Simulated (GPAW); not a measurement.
# Dielectric function and optical constants of KMgF3, part 2 of 2

Aim: the dielectric function of KMgF3, and the optical constants that follow from it.

GPAW 26.7.0; DFT, revPBE, plane-wave PAW (GPAW data sets), scalar-relativistic, RPA, optical limit.

So far. Step 2 (Ground state): There is a gap, 7.56 eV on this mesh (points off the mesh can give less), so no carriers' term is needed.

## (4) Dielectric function, RPA

Transitions between filled and empty bands, summed over the zone, give the optical response, so mesh, band count and broadening shape it.

The induced potential is part of this response.

This step: DFT, revPBE, plane-wave PAW (GPAW data sets), scalar-relativistic, RPA, optical limit (GPAW 26.7.0).

Contents of df.py:

```python
from gpaw.response.df import DielectricFunction

df = DielectricFunction('full.gpw', frequencies={'type': 'nonlinear', 'domega0': 0.03, 'omega2': 8},
                        ecut=50,
                        eta=0.1,
                        nbands=43,
                        txt='df.txt')
for direction in ['x']:
    df.get_dielectric_function(xc='RPA', direction=direction, filename=f'df_{direction}.csv')
```

Launch:

```sh
OMP_NUM_THREADS=1 python df.py
```

Output:

```text
Using integrator: PointIntegrator
NonLinearFrequencyDescriptor(from 0.000 to 101.651 eV, 542 points)
Nonperiodic BCs:  [False False False]
Using integrator: PointIntegrator
NonLinearFrequencyDescriptor(from 0.000 to 101.651 eV, 542 points)
Nonperiodic BCs:  [False False False]

Calculating chi0 body with:
    Ground state adapter containing:
    Number of spins: 1
    Number of kpoints: 512
    Number of irreducible kpoints: 35
    Number of completely occupied states: 20
    Number of partially occupied states: 20

    Linear response parametrization:
    q_c: [0.0, 0.0, 0.0]
    Number of frequency points: 542
    Planewave cutoff: 50.0
    Number of bands: 43
    Number of planewaves: 57
    Broadening (eta): 0.1

Integrating chi0 body.

Symmetries of q_c:
    Direct symmetries (Uq -> q): 48
    Indirect symmetries (TUq -> q): 0
In total 48 allowed symmetries.

35 groups of equivalent kpoints. 93.1640625% reduction.

Integral kind: spectral function

Calculating chi0 optical extensions with:
    Ground state adapter containing:
    Number of spins: 1
    Number of kpoints: 512
    Number of irreducible kpoints: 35
    Number of completely occupied states: 20
    Number of partially occupied states: 20

    Linear response parametrization:
    Number of frequency points: 542
    Planewave cutoff: 50.0
    Number of bands: 43
    Number of planewaves: 57
    Broadening (eta): 0.1
Integrating chi0 head and wings.

Symmetries of q_c:
    Direct symmetries (Uq -> q): 48
    Indirect symmetries (TUq -> q): 0
In total 48 allowed symmetries.

35 groups of equivalent kpoints. 93.1640625% reduction.

Integral kind: spectral function wings
```

Elapsed: 13 s, on 1 thread of Arm Neoverse V1, shared host; peak memory 0.31 GiB.

Read-outs, printed or worked out from the files:

```
electronic dielectric constant ε∞, mean over x, y and z (by symmetry where fewer were run) : 1.923
main peak of Im epsilon, first axis                                                        : 11.59 eV
```

Some rows of df_x.csv (energy; Re and Im without local fields; Re and Im with them):

```text
0.000000, 2.027786, 0.000000, 1.923102, 0.000000
0.555532, 2.029264, 0.000533, 1.924456, 0.000489
1.143969, 2.034095, 0.001113, 1.928885, 0.001021
1.768324, 2.043054, 0.001765, 1.937104, 0.001620
2.431988, 2.057243, 0.002527, 1.950141, 0.002324
3.138794, 2.078305, 0.003461, 1.969537, 0.003191
3.893091, 2.108804, 0.004676, 1.997715, 0.004329
4.699832, 2.153048, 0.006390, 2.038789, 0.005949
5.564682, 2.219125, 0.009113, 2.100561, 0.008555
6.494155, 2.325480, 0.014476, 2.201070, 0.013773
7.495775, 2.541249, 0.035573, 2.409151, 0.034810
8.578281, 2.692132, 0.410535, 2.544825, 0.414794
9.751884, 2.976403, 0.534705, 2.795787, 0.531000
11.028587, 2.986556, 1.684871, 2.762030, 1.597550
12.422601, 1.505797, 1.105679, 1.279804, 1.108406
13.950874, 1.405164, 0.595396, 1.155177, 0.565870
15.633783, 2.108305, 0.668284, 1.712959, 0.669419
17.496047, 2.323134, 1.291980, 1.807081, 0.950011
19.567954, 2.084310, 2.070620, 1.120535, 1.664421
```

The Im ε, E ∥ x has structure finer than the step of the table below, so its rows give means over 0.5 eV, whole bins alone (the curve runs from 0 to 19.9 eV). Peaks (eV: height): 9.35: 0.839, 11.56: 2.37, 14.87: 0.917, 16.44: 1.09, 19.45: 1.76.

Values under the direct gap are tails of Lorentzian lines. The Im ε, E ∥ x by photon energy; means over each step:

```
photon energy (eV)  Im ε, E ∥ x
               0.5       4.4e-4
               1.0       8.9e-4
               1.5      0.00136
               2.0      0.00186
               2.5      0.00240
               3.0      0.00301
               3.5      0.00371
               4.0      0.00452
               4.5      0.00551
               5.0      0.00674
               5.5      0.00834
               6.0       0.0106
               6.5       0.0139
               7.0       0.0200
               7.5       0.0392
               8.0        0.181
               8.5        0.423
               9.0        0.495
               9.5        0.587
              10.0        0.747
              10.5         1.01
              11.0         1.71
              11.5         2.25
              12.0         1.80
              12.5         1.17
              13.0         1.28
              13.5         1.08
              14.0        0.603
              14.5        0.677
              15.0        0.804
              15.5        0.648
              16.0        0.806
              16.5         1.02
              17.0        0.807
              17.5        0.939
              18.0         1.31
              18.5         1.32
              19.0         1.56
              19.5         1.66
```

Re ε, E ∥ x against photon energy:

photon energy (eV), Re ε, E ∥ x and a bar from the least value:
```
      0.0       1.92 ###############
      0.5       1.92 ###############
      1.0       1.93 ###############
      1.5       1.93 ###############
      2.0       1.94 ###############
      2.5       1.95 ###############
      3.0       1.97 ################
      3.5       1.98 ################
      4.0       2.00 ################
      4.5       2.03 ################
      5.0       2.06 #################
      5.5       2.10 #################
      6.0       2.14 ##################
      6.5       2.20 ###################
      7.0       2.28 ####################
      7.5       2.41 ######################
      8.0       2.62 #########################
      8.5       2.53 ########################
      9.0       2.77 ############################
      9.5       2.38 ######################
     10.0       2.71 ###########################
     10.5       2.92 ##############################
     11.0       2.74 ###########################
     11.5       2.22 ###################
     12.0       0.94 
     12.5       1.39 #######
     13.0       1.34 ######
     13.5       1.01 #
     14.0       1.21 ####
     14.5       1.65 ###########
     15.0       1.40 #######
     15.5       1.61 ##########
     16.0       1.77 #############
     16.5       1.61 ##########
     17.0       1.61 ##########
     17.5       1.81 #############
     18.0       1.89 ##############
     18.5       1.73 ############
     19.0       1.56 #########
     19.5       1.22 ####
```

Refractive index n and extinction k against photon energy:

```
photon energy (eV)     n        k
               0.0  1.39        0
               0.5  1.39   1.6e-4
               1.0  1.39   3.2e-4
               1.5  1.39   4.9e-4
               2.0  1.39   6.7e-4
               2.5  1.40   8.6e-4
               3.0  1.40  0.00107
               3.5  1.41  0.00131
               4.0  1.42  0.00160
               4.5  1.42  0.00193
               5.0  1.43  0.00234
               5.5  1.45  0.00287
               6.0  1.46  0.00359
               6.5  1.48  0.00466
               7.0  1.51  0.00651
               7.5  1.55   0.0113
               8.0  1.62   0.0437
               8.5  1.60    0.140
               9.0  1.67    0.129
               9.5  1.55    0.157
              10.0  1.66    0.229
              10.5  1.73    0.252
              11.0  1.72    0.460
              11.5  1.65    0.699
              12.0  1.22    0.735
              12.5  1.26    0.444
              13.0  1.28    0.536
              13.5  1.11    0.473
              14.0  1.13    0.244
              14.5  1.31    0.236
              15.0  1.23    0.329
              15.5  1.29    0.234
              16.0  1.36    0.291
              16.5  1.33    0.403
              17.0  1.31    0.304
              17.5  1.39    0.342
              18.0  1.45    0.476
              18.5  1.39    0.457
              19.0  1.37    0.575
              19.5  1.29    0.667
```

The loss function −Im 1/ε at q → 0, E ∥ x has structure finer than the step of the table below, so its rows give means over 0.5 eV, whole bins alone (the curve runs from 0 to 19.9 eV). Peaks (eV: height): 9.35: 0.126, 12.10: 0.473, 13.77: 0.503, 14.96: 0.317, 16.64: 0.305.

Values under the direct gap are tails of Lorentzian lines. Table of loss function −Im 1/ε at q → 0, E ∥ x by energy loss; means over each step:

```
energy loss (eV)  loss function −Im 1/ε at q → 0, E ∥ x
             0.5                                 1.2e-4
             1.0                                 2.4e-4
             1.5                                 3.6e-4
             2.0                                 4.9e-4
             2.5                                 6.3e-4
             3.0                                 7.8e-4
             3.5                                 9.4e-4
             4.0                                0.00113
             4.5                                0.00134
             5.0                                0.00159
             5.5                                0.00190
             6.0                                0.00230
             6.5                                0.00287
             7.0                                0.00381
             7.5                                0.00663
             8.0                                 0.0259
             8.5                                 0.0624
             9.0                                 0.0647
             9.5                                 0.0882
            10.0                                 0.0899
            10.5                                  0.101
            11.0                                  0.161
            11.5                                  0.234
            12.0                                  0.408
            12.5                                  0.373
            13.0                                  0.367
            13.5                                  0.478
            14.0                                  0.337
            14.5                                  0.225
            15.0                                  0.290
            15.5                                  0.217
            16.0                                  0.213
            16.5                                  0.276
            17.0                                  0.247
            17.5                                  0.216
            18.0                                  0.258
            18.5                                  0.293
            19.0                                  0.320
            19.5                                  0.385
```

The Im ε, E ∥ x has structure finer than the step of the table below, so its rows give means over 1 eV, whole bins alone (the curve runs from 0 to 19.9 eV). Peaks (eV: height): without local fields 9.3: 0.831, 11.6: 2.46, 13.0: 1.47, 14.8: 0.953, 16.4: 1.41, 18.0: 1.86; with local fields 9.3: 0.839, 11.6: 2.37, 14.9: 0.917, 16.4: 1.09, 19.4: 1.76.

Values under the direct gap are tails of Lorentzian lines. Table of Im ε, E ∥ x by photon energy; means over each step:

```
photon energy (eV)  without local fields  with local fields
                 1                9.7e-4             8.9e-4
                 2               0.00203            0.00186
                 3               0.00328            0.00302
                 4               0.00490            0.00454
                 5               0.00726            0.00678
                 6                0.0113             0.0107
                 7                0.0218             0.0211
                 8                 0.206              0.207
                 9                 0.532              0.535
                10                 0.713              0.706
                11                  1.76               1.68
                12                  1.78               1.78
                13                  1.29               1.23
                14                 0.730              0.682
                15                 0.764              0.754
                16                 0.960              0.828
                17                  1.09              0.878
                18                  1.58               1.22
                19                  1.82               1.54
```

From ε follow the optical constants at some laser and lamp lines:

```
wavelength (nm)     n      k  R (%)     1/α
           1064  1.39  0.000    2.7  226 µm
            800  1.39  0.001    2.7  126 µm
            633  1.39  0.001    2.7   77 µm
            532  1.40  0.001    2.7   53 µm
            450  1.40  0.001    2.8   37 µm
            248  1.43  0.002    3.2  8.4 µm
            193  1.48  0.004    3.8  3.4 µm
```

Below the direct gap, k and the depth come from the tails of the Lorentzian lines, not from transitions.

## (5) Summary of results

| Item | Value |
| --- | --- |
| electronic dielectric constant ε∞, mean over x, y and z (by symmetry where fewer were run) (RPA) | 1.92 |
| main peak of Im epsilon, first axis | 11.6 eV |

What this shows: At this level (revPBE, RPA) KMgF3 has ε∞ = 1.92 and n = 1.39 at 1550 nm, and Im ε peaks at 11.6 eV. On the mesh the gap is 7.56 eV and the least direct gap 7.87 eV, so on this mesh the band edges lie at different points. Local fields change the static value along x from 2.03 to 1.92 (-5 %). Distinct maxima of Im ε, read by a parabola through the highest points, lie at 10.81 eV (1.7), 11.59 eV (2.4), 18.09 eV (1.5) and 19.45 eV (1.8). Excitons and phonon-assisted transitions are missing; revPBE gaps are as a rule too small, which pulls the onset down and ε∞ up. The sum runs over mesh points, so small or evenly spaced maxima can still be ripples of the mesh. In this version of GPAW the matrix elements of the optical limit are incomplete, which can lower ε − 1 by up to a tenth where first-row anions or d states rule, and shift it by more in d metals.

[Machine, clock and banner lines and Python warnings are left out of the logs.]

[Logs are printed without paths, hosts, clocks, repeated set-up lines and the standing remarks that a program may print on its own settings, such as how far it seeks lower states.]

[Hosts, paths, dates, database ids (printed as entryN), source tags and the programs' standing remarks are cut or masked in the printed files.]
